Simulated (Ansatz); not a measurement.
# Localised basis functions on 1/2<111> screw dislocation dipole in a Li-W solid solution (120 atoms), part 2 of 3

Wanted: errors and times of a linear-scaling basis for 1/2<111> screw dislocation dipole in a Li-W solid solution (120 atoms). A setting counts as converged where the r.m.s. difference of forces stays under 1 % of the r.m.s. force.

Ansatz 0.2.0; Kohn-Sham DFT, PBE, PAW (set soft_2), plane waves.

The cell: 76 Li and 44 W. The cell is under 6 Å thick along one periodic direction. The host structure and its lattice constant were typed by rule, without a check against the phase diagram. No spin–orbit coupling is included.

So far. Step 3 (Support functions medium): Forces differ from the reference by 0.35 meV/Å r.m.s., 0.044 % of their size, well within a tolerance of 1 %; the energy by -0.41 meV/atom. Step 4 (Support functions low): Forces differ from the reference by 0.47 meV/Å r.m.s., 0.060 % of their size, well within a tolerance of 1 %; the energy by -0.41 meV/atom.

**5. Support functions medium, spacing 0.427 Å (grid laid 0.399 Å)**

The grid spacing sets how fine a wave the support functions can hold. The typed value is an upper bound: the grid laid has 90×60×12 points, 0.399 Å apart at most.

This step: Kohn-Sham DFT, PBE, PAW (set soft_2), localised support functions (medium) (Ansatz 0.2.0).

File input.yaml:

```yaml
crystal:
  lattice:
    - [33.13866, 0.0, 0.0]
    - [0.0, 23.91577, -1.46455]
    - [0.0, 0.0, 2.92907]
  atoms:
    [... the 120 atom lines of step 2 ...]
kpoints:
  mp_grid: { grid: [1, 1, 7] }
hamiltonian:
  xc: pbe
scf:
  occupations: { method: cold, width: 0.15 }
  eigensolver: { kind: { support_functions: { accuracy: medium, spacing: 0.427 } } }
  max_iter: 150
output:
  forces: true
```

The run is started by

```
ansatz run input.yaml --threads 4 --pin off --max-ram 8192MiB --backend cpu --events-out ev --progress --plain --runs-dir out
```

Numbers of over 12 decimals in the logs are rounded to 6 here.

Output:

```text
[...]
Crystal: 120 atoms, lattice volume = 2321.395 Å³
Basis set: ecut = 420 eV, 45177 PW (Γ), exchange–correlation on 450×324×40 points (8 copies of the dense FFT grid, shifted against one another)
Bands: 507, of which v1, the nominal top of the filled ones, is band 422 counted from 1 (421 counted from 0)
Symmetry: 1 space group operations
k-points: 4 of 7 (time reversal used)
[...]
SCF iter   1: F=—  HF=-472483.638650 eV  |F-HF|=—  |Δ(HF+E_count)|=         —  Δρ=8.52e-2  dr2=1.85e3  ethr=1.00e-1
[...]
SCF iter  10: F=-472410.309209 eV  HF=-472410.309210 eV  |F-HF|=4.75e-7  |Δ(HF+E_count)|=   2.82e-3  S|Δr|=    0.00e0  Δρ=3.62e-6  dr2=8.56e-7  ethr=1.35e-9
SCF 1 converged in 10 iterations: F = -472410.339333 eV  dr2 = 8.56e-7
[...]
SCF converged after 10 iterations
[...]
Free energy (F): -472410.339333 eV
[...]
Internal energy: -472410.314613 eV  (E = F + TS)
E sigma→0 (E₀):  -472410.331093 eV
Entropy (-TS):   -0.024720 eV (-0.206 meV/atom)
Fermi energy:    6.891905 eV
Step filling:    the computed levels leave a gap of 0.0007 eV = 0.0 smearing widths at the electron count; against every level under it full and every level over it empty, smearing changes F+E_penalty+E_count by -11.744 meV and its σ→0 estimate by -3.504 meV
[...]
--- Forces (eV/Å), atoms counted from 1 ---
  atom   1  Li    -0.29986309     0.19645332    -0.13228353
  atom   2  Li     0.44477335    -0.09814784    -0.06871597
  atom   3  Li    -0.07805786    -0.06929363     0.00755724
  atom   4  Li     0.03230332    -0.04369963     0.02056855
  atom   5  Li     0.00723900     0.02669285    -0.02100231
  atom   6  W      0.02179214     0.18444492     0.66877929
  atom   7  W     -2.55704985     1.49236868     0.01705156
  atom   8  W      1.66092567     2.18830729     0.28105788
  atom   9  W     -1.74964122     2.38865803    -0.38422184
  atom  10  Li    -0.08219463     0.37596569     0.06823216
  atom  11  Li    -0.18943881    -0.12481545     0.00432659
  atom  12  Li     0.14529128     0.22279577     0.09374183
  atom  13  Li     0.09390859     0.32138711    -0.03211201
  atom  14  W      2.80010774     0.08889043    -0.28493294
[...]
atom 119  W     -2.50312511     0.16308532    -0.39670413
  atom 120  Li     0.21115063     0.20429392    -0.02804877
  max |Σ_I F_I| component: 1.39e0 eV/Å
--- Band table (eV) ---
[...]
```

Wall time 3 min (4 threads of Arm Neoverse V1, shared host); peak memory 3.9 GiB; 12 min of CPU time.

The program notes that the forces don't sum to zero within tolerance and the grid leaves an egg-box force.

Forces differ from the reference by 70 meV/Å r.m.s., 8.9 % of their size, far over a tolerance of 1 %; the energy by -1.4 meV/atom. The setting is coarser than the default on purpose.

**6. Support functions medium, spacing 0.356 Å (grid laid 0.345 Å)**

The grid spacing sets how fine a wave the support functions can hold. The typed value is an upper bound: the grid laid has 96×72×12 points, 0.345 Å apart at most.

input.yaml, the sections that differ from step 5:

```yaml
scf:
  occupations: { method: cold, width: 0.15 }
  eigensolver: { kind: { support_functions: { accuracy: medium, spacing: 0.356 } } }
  max_iter: 150
# crystal, kpoints, hamiltonian, output: as in step 5
```

Output:

```text
[...]
Crystal: 120 atoms, lattice volume = 2321.395 Å³
Basis set: ecut = 420 eV, 45177 PW (Γ), exchange–correlation on 450×324×40 points (8 copies of the dense FFT grid, shifted against one another)
Bands: 507, of which v1, the nominal top of the filled ones, is band 422 counted from 1 (421 counted from 0)
Symmetry: 1 space group operations
k-points: 4 of 7 (time reversal used)
[...]
SCF iter   1: F=—  HF=-472490.850277 eV  |F-HF|=—  |Δ(HF+E_count)|=         —  Δρ=8.33e-2  dr2=1.84e3  ethr=1.00e-1
[...]
SCF iter  10: F=-472411.124356 eV  HF=-472411.124356 eV  |F-HF|=5.72e-7  |Δ(HF+E_count)|=   2.89e-3  S|Δr|=    0.00e0  Δρ=3.99e-6  dr2=1.08e-6  ethr=1.59e-9
SCF 1 converged in 10 iterations: F = -472411.153884 eV  dr2 = 1.08e-6
[...]
SCF converged after 10 iterations
[...]
Free energy (F): -472411.153884 eV
[...]
Internal energy: -472411.129405 eV  (E = F + TS)
E sigma→0 (E₀):  -472411.145724 eV
Entropy (-TS):   -0.024479 eV (-0.204 meV/atom)
Fermi energy:    6.886822 eV
[...]
--- Forces (eV/Å), atoms counted from 1 ---
  atom   1  Li    -0.18444085     0.26602559    -0.13108169
  atom   2  Li     0.34081520    -0.04617209    -0.06600968
  atom   3  Li    -0.00562378    -0.07935427     0.00842020
  atom   4  Li     0.03421334    -0.01850936     0.02059389
  atom   5  Li    -0.00443665     0.02046652    -0.02175097
  atom   6  W     -0.04161073     0.03527648     0.66569805
  atom   7  W     -2.67208116     1.33646702     0.01128643
  atom   8  W      1.73831785     2.22279246     0.29760891
  atom   9  W     -1.67926658     2.37085183    -0.39676961
  atom  10  Li    -0.09636631     0.46159014     0.06721767
  atom  11  Li    -0.25877027    -0.09237298     0.00388858
  atom  12  Li     0.17166185     0.29265019     0.09263485
  atom  13  Li    -0.01154303     0.41457968    -0.03164830
  atom  14  W      2.81788365     0.07840338    -0.29342439
[...]
atom 119  W     -2.35154167     0.26102401    -0.40706355
  atom 120  Li     0.23752974     0.17209761    -0.03101697
  max |Σ_I F_I| component: 4.16e-1 eV/Å
--- Band table (eV) ---
[...]
```

Wall time 2.9 min (4 threads); peak memory 3.9 GiB.

Forces differ from the reference by 67 meV/Å r.m.s., 8.5 % of their size, far over a tolerance of 1 %; the energy by -8.2 meV/atom. The setting is coarser than the default on purpose.

**7. Support functions medium, spacing 0.308 Å (grid laid 0.307 Å)**

The grid spacing sets how fine a wave the support functions can hold. The typed value is an upper bound: the grid laid has 108×90×12 points, 0.307 Å apart at most.

input.yaml, the sections that differ from step 6:

```yaml
scf:
  occupations: { method: cold, width: 0.15 }
  eigensolver: { kind: { support_functions: { accuracy: medium, spacing: 0.308 } } }
  max_iter: 150
# crystal, kpoints, hamiltonian, output: as in step 6
```

Output:

```text
[...]
Crystal: 120 atoms, lattice volume = 2321.395 Å³
Basis set: ecut = 420 eV, 45177 PW (Γ), exchange–correlation on 450×324×40 points (8 copies of the dense FFT grid, shifted against one another)
Bands: 507, of which v1, the nominal top of the filled ones, is band 422 counted from 1 (421 counted from 0)
Symmetry: 1 space group operations
k-points: 4 of 7 (time reversal used)
[...]
SCF iter   1: F=—  HF=-472492.861874 eV  |F-HF|=—  |Δ(HF+E_count)|=         —  Δρ=8.26e-2  dr2=1.84e3  ethr=1.00e-1
[...]
SCF iter  10: F=-472410.819524 eV  HF=-472410.819524 eV  |F-HF|=5.45e-7  |Δ(HF+E_count)|=   2.84e-3  S|Δr|=    0.00e0  Δρ=4.07e-6  dr2=1.06e-6  ethr=1.63e-9
SCF 1 converged in 10 iterations: F = -472410.847910 eV  dr2 = 1.06e-6
[...]
SCF converged after 10 iterations
[...]
Free energy (F): -472410.847910 eV
[...]
Internal energy: -472410.822924 eV  (E = F + TS)
E sigma→0 (E₀):  -472410.839581 eV
Entropy (-TS):   -0.024986 eV (-0.208 meV/atom)
Fermi energy:    6.885140 eV
[...]
--- Forces (eV/Å), atoms counted from 1 ---
  atom   1  Li    -0.24647957     0.21809879    -0.12931733
  atom   2  Li     0.39874657    -0.10784173    -0.06745119
  atom   3  Li    -0.03976430    -0.06029640     0.00848558
  atom   4  Li     0.03910557    -0.05200536     0.02075385
  atom   5  Li     0.00234213     0.03164511    -0.02246408
  atom   6  W      0.08951266     0.14428993     0.66992123
  atom   7  W     -2.74603488     1.46728487     0.03065057
  atom   8  W      1.70899981     2.09458814     0.29152567
  atom   9  W     -1.74667453     2.16018128    -0.39287912
  atom  10  Li    -0.08645941     0.41873143     0.06765490
  atom  11  Li    -0.25062384    -0.15478972     0.00722742
  atom  12  Li     0.20932097     0.24816465     0.09190962
  atom  13  Li     0.02853373     0.36015581    -0.03021594
  atom  14  W      2.77819228     0.08390372    -0.29918843
[...]
atom 119  W     -2.37732428     0.11724781    -0.39245298
  atom 120  Li     0.27129220     0.23956260    -0.03239969
  max |Σ_I F_I| component: 6.30e-1 eV/Å
--- Band table (eV) ---
[...]
```

The job ended after 3.2 min (4 threads; peak memory 4.3 GiB).

Forces differ from the reference by 15 meV/Å r.m.s., 1.9 % of their size, over a tolerance of 1 %; the energy by -5.7 meV/atom. The setting is coarser than the default on purpose.

**8. Support functions medium, spacing 0.273 Å (grid laid 0.266 Å)**

The grid spacing sets how fine a wave the support functions can hold. The typed value is an upper bound: the grid laid has 144×90×12 points, 0.266 Å apart at most.

input.yaml, the sections that differ from step 7:

```yaml
scf:
  occupations: { method: cold, width: 0.15 }
  eigensolver: { kind: { support_functions: { accuracy: medium, spacing: 0.273 } } }
  max_iter: 150
# crystal, kpoints, hamiltonian, output: as in step 7
```

Output:

```text
[...]
Crystal: 120 atoms, lattice volume = 2321.395 Å³
Basis set: ecut = 420 eV, 45177 PW (Γ), exchange–correlation on 450×324×40 points (8 copies of the dense FFT grid, shifted against one another)
Bands: 507, of which v1, the nominal top of the filled ones, is band 422 counted from 1 (421 counted from 0)
Symmetry: 1 space group operations
k-points: 4 of 7 (time reversal used)
[...]
SCF iter   1: F=—  HF=-472493.403810 eV  |F-HF|=—  |Δ(HF+E_count)|=         —  Δρ=8.22e-2  dr2=1.84e3  ethr=1.00e-1
[...]
SCF iter   9: F=—  HF=-472410.303079 eV  |F-HF|=—  |Δ(HF+E_count)|=   3.76e-3  S|Δr|=    0.00e0  Δρ=1.34e-5  dr2=1.21e-5  ethr=1.38e-8  κ⁻¹=4.3e-7(r=7)
SCF iter  10: F=-472410.305902 eV  HF=-472410.305903 eV  |F-HF|=5.19e-7  |Δ(HF+E_count)|=   2.82e-3  S|Δr|=    0.00e0  Δρ=3.92e-6  dr2=9.94e-7  ethr=1.43e-9
SCF 1 converged in 10 iterations: F = -472410.334113 eV  dr2 = 9.94e-7
[...]
SCF converged after 10 iterations
[...]
Free energy (F): -472410.334113 eV
[...]
Internal energy: -472410.309251 eV  (E = F + TS)
E sigma→0 (E₀):  -472410.325826 eV
Entropy (-TS):   -0.024863 eV (-0.207 meV/atom)
Fermi energy:    6.885149 eV
[...]
Σ components = -472410.334113   (vs F -472410.334113, Δ=0.00e0)
--- Forces (eV/Å), atoms counted from 1 ---
  atom   1  Li    -0.23389674     0.21827152    -0.12880690
  atom   2  Li     0.38928427    -0.10807656    -0.06661183
  atom   3  Li    -0.05168233    -0.06001463     0.00870868
  atom   4  Li     0.04127514    -0.05210610     0.02096409
[...]
atom 120  Li     0.26791027     0.23916683    -0.03185618
  max |Σ_I F_I| component: 2.63e-2 eV/Å
--- Band table (eV) ---
[...]
```

The job ended after 3.4 min (4 threads; peak memory 4.6 GiB).

Keys that differ from the reference: support_functions.accuracy = "medium", support_functions.spacing = 0.273 and scf.max_iter = 150.

Forces differ from the reference by 1.4 meV/Å r.m.s., 0.18 % of their size, well within a tolerance of 1 %; the energy by -1.4 meV/atom.

**9. All settings compared**

Each row is set against the plane-wave reference (Kohn-Sham DFT, PBE, PAW (set soft_2), plane waves; r.m.s. force component 0.787 eV/Å). Energies are set beside the reference only for runs with its functional, potentials and electron count. Times are for 4 threads of Arm Neoverse V1, shared host. The reference's time includes the DOS, ELF, the stress and grids, which some other runs skip.

| run | Δ force, r.m.s. (meV/Å) | share of r.m.s. force (%) | Δ energy (meV/atom) | cycles | time | host memory (GiB) |
| --- | --- | --- | --- | --- | --- | --- |
| reference | - | - | - | 10 | 17 min | 6.8 |
| support functions medium | 0.348 | 0.0443 | -0.407 | 10 | 4.2 min | 5.4 |
| support functions low | 0.471 | 0.0598 | -0.405 | 9 | 3.9 min | 5.4 |
| support functions medium, spacing 0.427 Å (grid laid 0.399 Å) | 69.8 | 8.87 | -1.44 | 10 | 3 min | 3.9 |
| support functions medium, spacing 0.356 Å (grid laid 0.345 Å) | 67.2 | 8.54 | -8.23 | 10 | 2.9 min | 3.9 |
| support functions medium, spacing 0.308 Å (grid laid 0.307 Å) | 15.0 | 1.91 | -5.68 | 10 | 3.2 min | 4.3 |
| support functions medium, spacing 0.273 Å (grid laid 0.266 Å) | 1.45 | 0.184 | -1.40 | 10 | 3.4 min | 4.6 |

**10. The reference in detail**

The comparisons rest on this run, so its electronic structure is set out here.

Length of the force by element:

```
element  coordination  atoms  mean length of the force (eV/Å)  spread   least   most
     Li           all     76                            0.282   0.141  0.0164  0.549
      W           all     44                             2.01   0.921   0.195   3.39
```

States in the cell by windows of 1 eV, zero at the Fermi level; the larger projections on atomic orbitals stand beside the total:

| from (eV) | to (eV) | total | W d | Li s | W s |
| --- | --- | --- | --- | --- | --- |
| -18 | -8 | 0.0 | 0.0 | 0.0 | 0.0 |
| -8 | -7 | 0.3 | 0.0 | 0.0 | 0.2 |
| -7 | -6 | 2.9 | 0.1 | 0.4 | 2.4 |
| -6 | -5 | 7.8 | 0.6 | 1.5 | 5.7 |
| -5 | -4 | 16.1 | 3.4 | 2.9 | 9.6 |
| -4 | -3 | 31.9 | 15.0 | 5.0 | 11.3 |
| -3 | -2 | 66.2 | 43.2 | 14.7 | 7.0 |
| -2 | -1 | 113.7 | 86.8 | 18.7 | 4.5 |
| -1 | 0 | 104.3 | 73.6 | 14.9 | 5.7 |
| 0 | 1 | 85.3 | 54.9 | 10.3 | 3.4 |
| 1 | 2 | 83.2 | 61.6 | 7.6 | 2.7 |

The curve was stored every 0.100 eV, coarse against its broadening of 0.08 eV, so these counts are rough.

The stored curve holds about 343 of the 844 electrons; the rest, give or take the few that broadening carries across the Fermi level, lie in deeper levels below its range.

The levels nearest the highest filled one (over half full), pooled over k-points and spins:

```
level less the highest filled one (eV)  occupation
                               -0.0257        1.27
                               -0.0233        1.25
                               -0.0165        1.18
                                -0.013        1.14
                               -0.0075        1.09
                                     0        1.01
                                0.0067       0.948
                                0.0103       0.914
                                0.0169       0.851
                                0.0253       0.774
                                0.0291        0.74
                                0.0306       0.727
```

Electrostatic potential energy in the ab plane at fractional z = 0.513, with atoms of Li and W within 0.2 Å of it. With pseudopotentials it is smooth inside the atoms' cores, unlike the true potential.

Ten even steps from '0' (-37 eV) to '9' (10 eV), each cell a mean:
```
99986322589999999999999999987679999999999999
86557899999999999889999999999999999999977799
62003799999999997558999987899999999999853589
98888999999999999999999999999999999999999999
99999888999974468999999999985479998544799999
99999999999998889999999999998899999877899999
97668999999999999999998632368999999998521258
97557999998999999999998510158999999998410138
78999999999999999999999998998899999999998899
15899999999986579999756899973258999999999999
78999999999999999999999999998899999999998999
99889999864689999999999999999986336898410148
99999999865799999999999999999997667998521258
89999999999999999999888999864457999999999999
58999988999998899999756899720005899888999999
99999999988899998888999999988788899999877789
99999998400158972002699998999986346898200027
99999999755689986446899999999998778999643468
68999767899999999998656799842236899999999999
68999656899999999998655799720014899999999999
99999999999999999889999999998889999999988999
98678999999999986336999999999999999999742489
99999888999999999889999999999999999999998999
99984100379999899999999999975468999999999999
```
Columns run along a (16.0 Å, from fractional 0.52 to 1.00 of the cell; values clipped at the 3rd and 97th percentile), rows up along b (24.0 Å). Atoms in or near the plane, at fractional coordinates: Li at (0.96, 0.10), Li at (0.83, 0.00), W at (0.96, 0.30), W at (0.83, 0.20), Li at (0.71, 0.10), W at (0.96, 0.50), W at (0.96, 0.70), Li at (0.83, 0.60), Li at (0.63, 0.50), Li at (0.96, 0.90), Li at (0.54, 0.70).

[end of part 2 of 3]

[Logs are printed without paths, hosts, clocks, repeated set-up lines and the standing remarks that a program may print on its own settings, such as how far it seeks lower states.]

[Hosts, paths, dates, database ids (printed as entryN), source tags and the programs' standing remarks are cut or masked in the printed files.]
